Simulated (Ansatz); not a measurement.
# What HgH2 (model cell, started as CdI2 type) distorts into

Aim: this structure of HgH2 (model cell, started as CdI2 type) is to be tested for unstable modes, and one is followed downhill.

Calculated with Ansatz 0.2.0; DFT PBE, scalar-relativistic, plane waves, PAW.

The structure was built from a prototype and need not be the compound's stable phase.

## Step 1: Set-up

The structure is trigonal, space group P-3m1 (No. 164). The conventional cell has a = 3.268 Å, b = 3.268 Å, c = 5.406 Å, α = 90.00°, β = 90.00°, γ = 120.00°. Nearest to Hg lie 6 H at 2.11 Å. Nearest to H lie 3 Hg at 2.11 Å. Farther neighbours, and contacts between anions beyond the nearest, are not listed.

## Step 2: Phonons on a q mesh

Stability and thermal properties need the whole zone. Linear response on a 3×3×2 q mesh gives force constants as far as a supercell of that size would.

input.yaml

```yaml
crystal:
  lattice:
    - [3.2683265306, 0.0, 0.0]
    - [-1.6341632653, 2.8304538034, 0.0]
    - [0.0, 0.0, 5.405765406]
  atoms:
    - { symbol: Hg, position: [0.0, 0.0, 0.0] }
    - { symbol: H, position: [0.3333333333, 0.6666666667, 0.1736023146] }
    - { symbol: H, position: [0.6666666667, 0.3333333333, 0.8263976854] }
kpoints:
  mp_grid: { grid: [12, 12, 8] }
hamiltonian:
  xc: pbe
scf:
  occupations: { method: methfessel_paxton, width: 0.15 }
output:
  eigenvalues: true
phonons:
  method: dfpt
  qmesh: [3, 3, 2]
  temperatures: { t_max: 1000, t_step: 50 }
  qpath:
    path:
      - [[0.0, 0.0, 0.0], [0.5, 0.0, 0.0], [0.33333333, 0.33333333, 0.0], [0.0, 0.0, 0.0], [0.0, 0.0, 0.5], [0.5, 0.0, 0.5], [0.33333333, 0.33333333, 0.5], [0.0, 0.0, 0.5]]
      - [[0.5, 0.0, 0.5], [0.5, 0.0, 0.0]]
      - [[0.33333333, 0.33333333, 0.5], [0.33333333, 0.33333333, 0.0]]
    npoints: 10
```

The run is started by

```sh
ansatz run input.yaml --threads 4 --pin off --max-ram 7168MiB --backend cpu --events-out ev --progress --plain --runs-dir out
```

The program printed:

```text
Warning: phonons: the dynamical matrix that this run interpolates holds no multipole term above the dipole-dipole one, and a site of this crystal is no centre of inversion, so its interpolated transverse optical and acoustic branches and sound speeds can stay off near Gamma, and the density of states and the thermodynamics with them. What a run solves at a wave vector of phonons.qpoints, Gamma apart, where the deck admits one, is free of this, and under fd what a larger phonons.supercell samples
Engine: ansatz 0.2.0, x86_64-unknown-linux-gnu
Pseudopotentials: kind: paw
Pseudopotential: Hg, paw, valence charge 20, recommended cutoff 420 eV (normal), Hg.paw.azcp
Pseudopotential: H, paw, valence charge 1, recommended cutoff 420 eV (normal), H.paw.azcp
Functional definition: PBE
  parameter kappa = 0.804
  parameter beta = 0.066725
  exchange = pbe_x(kappa = kappa, mu = beta*pi^2/3)
  correlation = pbe_c(beta = beta)
Crystal: 3 atoms, lattice volume = 50.008 Å³
Basis set: ecut = 420 eV, 991 PW (Γ), exchange–correlation on 48×48×80 points (8 copies of the dense FFT grid, shifted against one another)
Bands: 15, of which v1, the nominal top of the filled ones, is band 11 counted from 1 (10 counted from 0)
Symmetry: 12 space group operations
k-points: 131 of 1152
Non-local potential: Hg, projectors of the file, l = 0: 3, l = 1: 2, l = 2: 2, l = 3: 1
Non-local potential: H, projectors of the file, l = 0: 2, l = 1: 1
PAW form: soft (Blöchl's): semilocal exchange-correlation on the pseudo side does not see the compensation charge
PAW one-centre angular grid: Hg, 590 points (default); XC on 64 Gauss nodes
PAW one-centre angular grid: H, 110 points (default); XC on 64 Gauss nodes
Initial density: superposition of atomic densities (neutral atoms: chi_scale 0, normalization atom), corrected by the library's trained network
Initial wavefunctions: pseudopotential atomic-orbital guess
Functional: x = pbe(κ = 0.804, μ = 0.219515), c = pbe(β = 0.066725)
SCF iter   1: F=—  HF=-13843.138120 eV  |F-HF|=—  |Δ(HF+E_count)|=         —  Δρ=4.02e-3  dr2=5.81e-3  ethr=1.77e-3  ⟨swp⟩=5.3  Hψ=9560  notcnv=0
preconditioner: auto → none  [metal: Δε(μ)=0.046 eV  Ē_g=11.820 eV  σ=0.150 eV  W_gap=0.25  n_scr=10 (ndim 8)  ℏωp=19.6 eV  f_vac=0.304  D(μ)=0.37/eV (n_scr^D=0)  sad-step TF]
SCF iter   2: F=—  HF=-13843.137572 eV  |F-HF|=—  |Δ(HF+E_count)|=   5.48e-4  S|Δr|=    0.00e0  Δρ=2.02e-3  dr2=1.71e-3  ethr=2.64e-5  ⟨swp⟩=2.4  Hψ=3795  notcnv=0
SCF iter   3: F=—  HF=-13843.137290 eV  |F-HF|=—  |Δ(HF+E_count)|=   2.81e-4  S|Δr|=    0.00e0  Δρ=4.64e-4  dr2=1.07e-4  ethr=7.78e-6  ⟨swp⟩=2.3  Hψ=2413  notcnv=0
SCF iter   4: F=—  HF=-13843.137260 eV  |F-HF|=—  |Δ(HF+E_count)|=   3.07e-5  S|Δr|=    0.00e0  Δρ=9.84e-5  dr2=3.75e-6  ethr=4.84e-7  ⟨swp⟩=2.1  Hψ=2969  notcnv=0
SCF iter   5: F=—  HF=-13843.137267 eV  |F-HF|=—  |Δ(HF+E_count)|=   6.90e-6  S|Δr|=    0.00e0  Δρ=2.22e-5  dr2=1.24e-7  ethr=1.70e-8  ⟨swp⟩=2.0  Hψ=3202  notcnv=0
SCF iter   6: F=—  HF=-13843.137265 eV  |F-HF|=—  |Δ(HF+E_count)|=   2.08e-6  S|Δr|=    0.00e0  Δρ=3.28e-6  dr2=3.74e-9  ethr=5.65e-10  ⟨swp⟩=2.4  Hψ=3214  notcnv=0
SCF iter   7: F=—  HF=-13843.137265 eV  |F-HF|=—  |Δ(HF+E_count)|=   1.24e-9  S|Δr|=    0.00e0  Δρ=3.46e-7  dr2=5.33e-11  ethr=1.70e-11  ⟨swp⟩=2.0  Hψ=3018  notcnv=0
SCF iter   8: F=-13843.137265 eV  HF=-13843.137265 eV  |F-HF|=1.09e-11  |Δ(HF+E_count)|=  9.09e-12  S|Δr|=    0.00e0  Δρ=5.57e-8  dr2=1.57e-12  ethr=1.00e-12  ⟨swp⟩=5.8  Hψ=8235  notcnv=0
SCF 1 converged in 8 iterations: F = -13843.137265 eV  dr2 = 1.57e-12
  greatest PAW one-centre occupation: 1.000 electrons in one spin orbital (limit 2), on the Hg atom at site 0 (counted from 0), in its partial waves of l = 0
Initial density: read from a saved state, or passed on in memory by an earlier SCF of this step, an earlier step, the calling program or the single point that the run made first
iter 1 solved again at ethr=3.50e-8 eV; its pass at ethr=3.10e-3 eV (dr2=7.70e-6 eV) is discarded
SCF iter   1: F=—  HF=-13843.137262 eV  |F-HF|=—  |Δ(HF+E_count)|=         —  Δρ=3.14e-7  dr2=8.89e-11  ethr=3.50e-8  ⟨swp⟩=3.9  Hψ=15085  notcnv=0
eigensolver tolerance schedule: the retry pair's looser diagonalisation over-reported the residual by 86591.57 of it (diagonalisation noise at 43.71 of the residual, at the tolerance the schedule requests for it); recorded, not acted on — ethr = c·dr2/N_el stays at c = 1.0e-1
preconditioner: auto → LDOS  [metal: Δε(μ)=0.044 eV  Ē_g=11.865 eV  σ=0.150 eV  W_gap=0.25  n_scr=10 (ndim 8)  ℏωp=19.6 eV  f_vac=0.305  D(μ)=0.37/eV (n_scr^D=2)  β→1.0]
SCF iter   2: F=—  HF=-13843.137265 eV  |F-HF|=—  |Δ(HF+E_count)|=   2.05e-6  S|Δr|=    0.00e0  Δρ=3.82e-7  dr2=1.16e-10  ethr=1.00e-12  ⟨swp⟩=3.6  Hψ=4993  notcnv=0
SCF iter   3: F=—  HF=-13843.137265 eV  |F-HF|=—  |Δ(HF+E_count)|=  2.55e-11  S|Δr|=    0.00e0  Δρ=1.56e-7  dr2=2.23e-11  ethr=1.00e-12  ⟨swp⟩=1.0  Hψ=1965  notcnv=0
SCF iter   4: F=-13843.137265 eV  HF=-13843.137265 eV  |F-HF|=1.82e-12  |Δ(HF+E_count)|=  7.28e-12  S|Δr|=    0.00e0  Δρ=1.11e-7  dr2=9.76e-12  ethr=1.00e-12  ⟨swp⟩=1.2  Hψ=4763  notcnv=0
SCF 2 converged in 4 iterations: F = -13843.137265 eV  dr2 = 9.76e-12
phonons: the bands overlap, so this run is a metal and interpolates without the dipole-dipole term. If the crystal is really an insulator or semiconductor, its LO-TO splitting is missing
NSCF: frozen V_eff on 131 k-points
WARN: eigensolver did not converge (k=5): 1 band(s) unlocked after 20 sweeps at ethr=1.41e-12 eV (storage-precision floor; scheduled 1.00e-12 eV) (lowest unlocked band 14, counted from 0; max residual 3.54e-6 eV among the unlocked bands, 3.54e-6 eV over every band; other slots of this pass that fall short are told together in one closing line; warning suppressed until the next SCF loop or pass starts)
WARN: eigensolver did not converge in 4 slots of this pass, the one above among them; of largest residual over every band (k=12): 1 band(s) unlocked (lowest unlocked band 14, counted from 0; max residual 1.16e-5 eV among the unlocked bands, 1.16e-5 eV over every band); of lowest unlocked band (k=5): band 14
NSCF: frozen V_eff on 320 k-points
DFPT response loops at q = (0, 0, 0) (fractional): preconditioner auto → none (partly filled bands, converged f_vac=0.305); β = 0.50; Broyden in place of MSR1
NSCF: frozen V_eff on 640 k-points
DFPT response loops at q = (0, 0, -0.5) (fractional): mixed as the last ones told, above
NSCF: frozen V_eff on 1248 k-points
DFPT response loops at q = (0, 0.333333, 0) (fractional): mixed as the last ones told, above
NSCF: frozen V_eff on 1248 k-points
DFPT response loops at q = (0, 0.333333, -0.5) (fractional): mixed as the last ones told, above
NSCF: frozen V_eff on 1176 k-points
DFPT response loops at q = (0.333333, 0.333333, 0) (fractional): mixed as the last ones told, above
NSCF: frozen V_eff on 1176 k-points
DFPT response loops at q = (0.333333, 0.333333, -0.5) (fractional): mixed as the last ones told, above
WARN: phonons: 18 modes above zero would be rigid motions if what is in doubt were free, and are counted in the zero-point energy, free energy, entropy and heat capacity. With what each adds to F at 1000 K, by the weight of its row in the mesh: 0.37 cm⁻¹ (-0.000 eV; rigid weight 1.000, of which rotation 0.000), 0.37 cm⁻¹ (-0.000 eV; rigid weight 1.000, of which rotation 0.000), 0.65 cm⁻¹ (-0.000 eV; rigid weight 1.000, of which rotation 0.000), 0.65 cm⁻¹ (-0.000 eV; rigid weight 1.000, of which rotation 0.000), 0.76 cm⁻¹ (-0.000 eV; rigid weight 1.000, of which rotation 0.000), 0.76 cm⁻¹ (-0.000 eV; [rest of the remark cut]
SCF converged after 8 iterations
Stability not checked: this state was not tested for a lower state beside it, because cold or Methfessel-Paxton smearing, or corrected tetrahedra, fill the levels in a way that the test cannot read (fill_not_monotonic; see scf.lower_state_search)
Free energy (F): -13843.137265 eV
Harris-Foulkes:  -13843.137265 eV  (|F-HF|=1.09e-11)
Internal energy: -13843.136807 eV  (E = F + TS)
E sigma→0 (E₀):  -13843.137150 eV
Entropy (-TS):   -0.000457 eV (-0.152 meV/atom)
Fermi energy:    4.971414 eV
--- Per-component energies (eV) ---
  E_band       = -578.261344
  E_kinetic    = 627.256960
  E_local      = -4234.445779  (includes V_loc(G=0)·N_el)
  E_nonlocal   = 74.991304
  E_hartree    = 1839.405465
  E_xc         = -236.919786
  E_vxc        = -283.628137  (∫ρ·V_xc dr)
  E_paw        = -9944.725742  (= ΣΔE_a)
  E_vpaw       = -441.245813  (= ΣTr[D̂ρ^β])
  E_aug_tail   = -0.000908  (compensation charges beyond the density's cutoff)
  E_ewald      = -1968.698323
  E_smearing   = -0.000457  (= −TS)
  E_closure    = 0.000000  (closes the sum)
  Σ components = -13843.137265   (vs F -13843.137265, Δ=0.00e0)
--- Band table (eV; the first three rows and the last of 131) ---
  k-point 0: bands = [... 7 lower, -1.3246, -1.1053, -1.1053, 1.9928, 9.3076, 12.9025, 13.8901, 18.1076]
  k-point 1: bands = [... 7 lower, -1.3103, -1.1055, -1.1055, 1.9168, 9.4662, 12.8700, 13.9875, 18.1321]
  k-point 2: bands = [... 7 lower, -1.2737, -1.1059, -1.1059, 1.7376, 9.8589, 12.7790, 14.3043, 18.1926]
  k-point 130: bands = [... 7 lower, -1.5604, -1.1350, 3.7531, 3.7531, 4.1485, 10.1537, 10.8004, 10.8004]
--- Phonons (Γ-DFPT): 4 representative perturbations + reference (Σ response iterations 14) ---
  ASR residual: 3.384e-5 → 0.000e0 eV/Å²; symmetrization residual: 4.401e-7 eV/Å²
  ASR residual per site (eV/Å²): 3.38e-5 2.33e-6 2.33e-6
  Γ frequencies (cm⁻¹): -634.26 -634.26 -329.01 -329.01 0.00 0.00 0.00 683.88 898.81
--- Phonons (arbitrary-q DFPT): 6 irreducible q on the 3×3×2 mesh ---
  q = [0.0000, 0.0000, 0.0000] (star 1, of the zone-centre solve; hermiticity 2.56e-7, symmetrization 2.67e-13): -634.26 -634.26 -329.01 -329.01 -0.00 0.00 0.00 683.88 898.81
  q = [0.0000, 0.0000, -0.5000] (star 1, 4 solved perturbations in 902 linear systems a pass and spin channel, the states on 320 of 1152 k-point pairs; hermiticity 1.07e-7, symmetrization 2.79e-12): -646.45 -646.45 -330.05 -330.05 0.72 0.72 7.45 709.39 885.74
  q = [0.0000, 0.3333, 0.0000] (star 6, 6 solved perturbations on 624 of 1152 k-point pairs; hermiticity 1.89e-7, symmetrization 7.18e-13): -841.47 -40.49 35.95 87.40 302.30 401.32 684.49 753.34 859.19
  q = [0.0000, 0.3333, -0.5000] (star 6, 6 solved perturbations on 624 of 1152 k-point pairs; hermiticity 2.13e-7, symmetrization 1.64e-12): -839.40 -38.75 36.01 87.00 301.75 400.17 685.38 757.13 857.03
  q = [0.3333, 0.3333, 0.0000] (star 2, 4 solved perturbations in 1600 linear systems a pass and spin channel, the states on 588 of 1152 k-point pairs; hermiticity 2.60e-7, symmetrization 2.59e-8): -390.60 -390.60 -55.55 103.71 103.71 548.60 627.68 843.99 843.99
  q = [0.3333, 0.3333, -0.5000] (star 2, 4 solved perturbations in 1600 linear systems a pass and spin channel, the states on 588 of 1152 k-point pairs; hermiticity 2.67e-7, symmetrization 2.45e-8): -403.06 -403.06 -55.68 102.17 102.17 546.87 627.35 844.35 844.35
  sum rule: each row above includes the acoustic sum rule's correction from the zone centre's row sums; it moved no ω² by more than (0.79 cm⁻¹)²
  mesh force constants: q→R imaginary residual 1.52e-16; ASR residual 3.384e-5 → 0.000e0 eV/Å²; symmetrization residual 8.882e-16 eV/Å²
  interpolated dispersion: 93 rows × 9 modes
  density of states and harmonic sums: on the 24×24×12 q-mesh, interpolated from the force constants of a 3×3×2 supercell (no non-analytic term)
  largest difference from the sums on the solved wave vectors: F 7.88e-2 eV, S 9.44e-5 and C_V 3.49e-5 eV/K
  zero-point energy: 0.178587 eV/cell   skipped modes (ω ≤ 0): 1648, of them read as no rigid motion or as one in doubt: 1645 (2.429e0 modes/cell left out, lowest -906.94 cm⁻¹)   rigid motions above zero, counted: 18   left out of the sums: 2.70e-1 of the cell's modes: C_V's classical limit lies that fraction below 3 k_B per atom; for a crystal, a wire or a layer, F and S can be off by more, and a phonons.interpolated_qmesh denser along its periods is the remedy for the sampling
```

Wall time 2.3 min (4 threads of Intel Xeon Platinum 8488C (Sapphire Rapids), shared host); peak memory 1.3 GiB.

Numbers from this step:

- volume per atom: 16.67 Å³
- gap on the k-mesh: 0 eV
- sum-rule residual before enforcement: 3.38e-5 eV/Å²
- lowest frequency on the path: -906.9 cm⁻¹
- point group: -3m
- highest frequency on path, mesh or solved points: 903.5 cm⁻¹
- highest optical mode at the zone centre (no LO-TO term): 898.8 cm⁻¹
- lowest optical zone-centre mode: -634.3 cm⁻¹
- lowest mode on the q mesh (acoustic modes at Γ apart): -841.5 cm⁻¹

Frequencies (cm⁻¹) solved at each irreducible wavevector; negative means imaginary. Frequencies by wavevector, by row:

```tsv
q in reciprocal lattice units	star	mode 1	mode 2	mode 3	mode 4	mode 5	mode 6	mode 7	mode 8	mode 9
0 0 0	1	-634.3	-634.3	-329	-329	0	0	0	683.9	898.8
0 0 -0.5	1	-646.5	-646.5	-330.1	-330.1	0.7	0.7	7.5	709.4	885.7
0 0.3333 0	6	-841.5	-40.5	36	87.4	302.3	401.3	684.5	753.3	859.2
0 0.3333 -0.5	6	-839.4	-38.8	36	87	301.8	400.2	685.4	757.1	857
0.3333 0.3333 0	2	-390.6	-390.6	-55.5	103.7	103.7	548.6	627.7	844	844
0.3333 0.3333 -0.5	2	-403.1	-403.1	-55.7	102.2	102.2	546.9	627.4	844.4	844.4
```

Interpolated from a 3×3×2 q mesh. The phonon branches at the labelled points (cm⁻¹):

```tsv
point	branch 1	branch 2	branch 3	branch 4	branch 5	branch 6	branch 7	branch 8	branch 9
Γ	-634	-634	-329	-329	0	0	0	684	899
halfway	-773	-354	19	30	74	379	523	723	866
M	-907	-41	38	97	320	599	742	814	902
halfway	-739	-48	-47	93	218	571	671	830	881
K	-391	-391	-56	104	104	549	628	844	844
halfway	-594	-556	23	41	79	394	565	768	859
Γ	-634	-634	-329	-329	0	0	0	684	899
halfway	-640	-640	-330	-330	1	1	5	696	893
A	-646	-646	-330	-330	1	1	8	709	886
halfway	-772	-356	20	30	74	379	521	733	860
L	-905	-41	39	97	317	592	744	816	904
halfway	-740	-54	-48	93	205	565	672	832	882
H	-403	-403	-56	102	102	547	627	844	844
halfway	-594	-555	25	41	78	394	566	773	854
A	-646	-646	-330	-330	1	1	8	709	886
jump to L	-905	-41	39	97	317	592	744	816	904
halfway	-906	-41	39	97	318	595	743	815	903
M	-907	-41	38	97	320	599	742	814	902
jump to H	-403	-403	-56	102	102	547	627	844	844
halfway	-397	-397	-56	103	103	548	628	844	844
K	-391	-391	-56	104	104	549	628	844	844
```

The phonon branches as a text plot (rows in cm⁻¹):

```
    866 |********************************************************
    790 |     *****      **             ****       **    ****
    715 |****** ***        ************** ***        ********
    639 |    *     *******             *     *******         ****
    564 |       *******   *               *******   *    ********
    489 |      *       **  *          *  *       **
    413 |   ***          **           ***          **
    338 |   * ****         *            ****         *   ****
    262 |  *      *                  *      *
    187 |  *       *        *        *               *
    111 |    **************            ************** *  ********
     36 |**********     *********************     ***********
    -39 |  * ************   **       * ************  **  ********
   -115 | *        *                *        *
   -190 | *                 *       *                 *
   -266 |*          *        *     *          *        *
   -341 |             **      ******  *         **      *
   -417 |            *  *                      *  *          ****
   -492 |   *       * ** *                    * ** *
   -567 |  *            ****         *            ***
   -643 |**        *       **********        *       ****
   -718 |  **                        *
   -794 |    *                        **    *
   -869 |     *****                     ****             ****
         Γ      M    K        Γ   A       L    H       A|L M|H  K
```

Symmetry leaves 6 wavevectors to solve. The lowest mode among them, the acoustic zeros apart, lies at q = (0, 0.333, 0) and is imaginary, 841.5i cm⁻¹, so the energy falls along it. Between them the interpolated path dips to 907i cm⁻¹.

## Step 3: The mode frozen in, largest atomic shift 0 Å

The mode followed lies at q = (0, 0, -0.5) with frequency 646.5i cm⁻¹ and is 2-fold degenerate, one of the unstable modes though not the softest. At small amplitude the pattern taken leaves space group no. 12 by a symmetry search on the positions. The undistorted cell that holds it gives the zero of energy on the same k mesh.

System of this step: HgH2 (model cell, started as CdI2 type). The structure is trigonal, space group P-3m1 (No. 164). The conventional cell has a = 3.268 Å, b = 3.268 Å, c = 5.406 Å, α = 90.00°, β = 90.00°, γ = 120.00°. Hg has 6 H at 2.11 Å nearest. H has 3 Hg at 2.11 Å nearest. Farther neighbours, and contacts between anions beyond the nearest, are not listed.

input.yaml

```yaml
crystal:
  lattice:
    - [3.2683265306, 0.0, 0.0]
    - [-1.6341632653, 2.8304538034, 0.0]
    - [0.0, 0.0, 10.8115308121]
  atoms:
    - { symbol: Hg, position: [0.0, 0.0, 0.0] }
    - { symbol: Hg, position: [0.0, 0.0, 0.5] }
    - { symbol: H, position: [0.3333333333, 0.6666666667, 0.0868011573] }
    - { symbol: H, position: [0.3333333333, 0.6666666667, 0.5868011573] }
    - { symbol: H, position: [0.6666666667, 0.3333333333, 0.4131988427] }
    - { symbol: H, position: [0.6666666667, 0.3333333333, 0.9131988427] }
kpoints:
  mp_grid: { grid: [12, 12, 4] }
hamiltonian:
  xc: pbe
scf:
  occupations: { method: methfessel_paxton, width: 0.15 }
output:
  forces: true
  stress: true
  eigenvalues: true
```

The program printed:

```text
[...]
Crystal: 6 atoms, lattice volume = 100.016 Å³
Basis set: ecut = 420 eV, 1981 PW (Γ), exchange–correlation on 48×48×150 points (8 copies of the dense FFT grid, shifted against one another)
Bands: 28, of which v1, the nominal top of the filled ones, is band 22 counted from 1 (21 counted from 0)
Symmetry: 24 space group operations
[...]
k-points: 69 of 576
[...]
k-point 0: bands = [... 18 lower, -1.1053, -1.1053, 1.4919, 1.9928, 9.3076, 10.4525, 12.6112, 12.9025, ... 2 higher]
  k-point 1: bands = [... 18 lower, -1.1055, -1.1055, 1.5632, 1.9168, 9.4662, 10.2722, 12.6667, 12.8700, ... 2 higher]
  k-point 2: bands = [... 18 lower, -1.1059, -1.1059, 1.7376, 1.7376, 9.8589, 9.8589, 12.7790, 12.7790, ... 2 higher]
  k-point 68: bands = [... 18 lower, 3.7197, 3.7197, 3.7197, 3.7197, 4.0918, 4.0918, 10.6765, 10.6765, ... 2 higher]
[key lines of the parts left out:]
SCF converged after 6 iterations
Free energy (F): -27686.274529 eV
Fermi energy:    4.971429 eV
P = ⅓ Tr σ = 0.0027 GPa (0.027 kbar)
```

Run time: 1.4 s. Hardware: 4 threads; peak memory 0.52 GiB; 4.9 s of CPU time.

Read from the output:

| Property | Result |
| --- | --- |
| pressure | 0.002742 GPa |
| energy from the undistorted cell | 0 meV/atom |

The run ends at a pressure of 0.00 GPa, with forces up to 2.3e-4 eV/Å.

(Continued in part 2 of 3.)

[Long decimals in the printed logs are rounded to 6 places.]

[Logs are printed without paths, hosts, clocks, repeated set-up lines and the standing remarks that a program may print on its own settings, such as how far it seeks lower states.]

[Hosts, paths, dates, database ids (printed as entryN), source tags and the programs' standing remarks are cut or masked in the printed files.]

[Where the starting crystal was built by hand or by swapping elements, it need not be the compound's stable phase.]
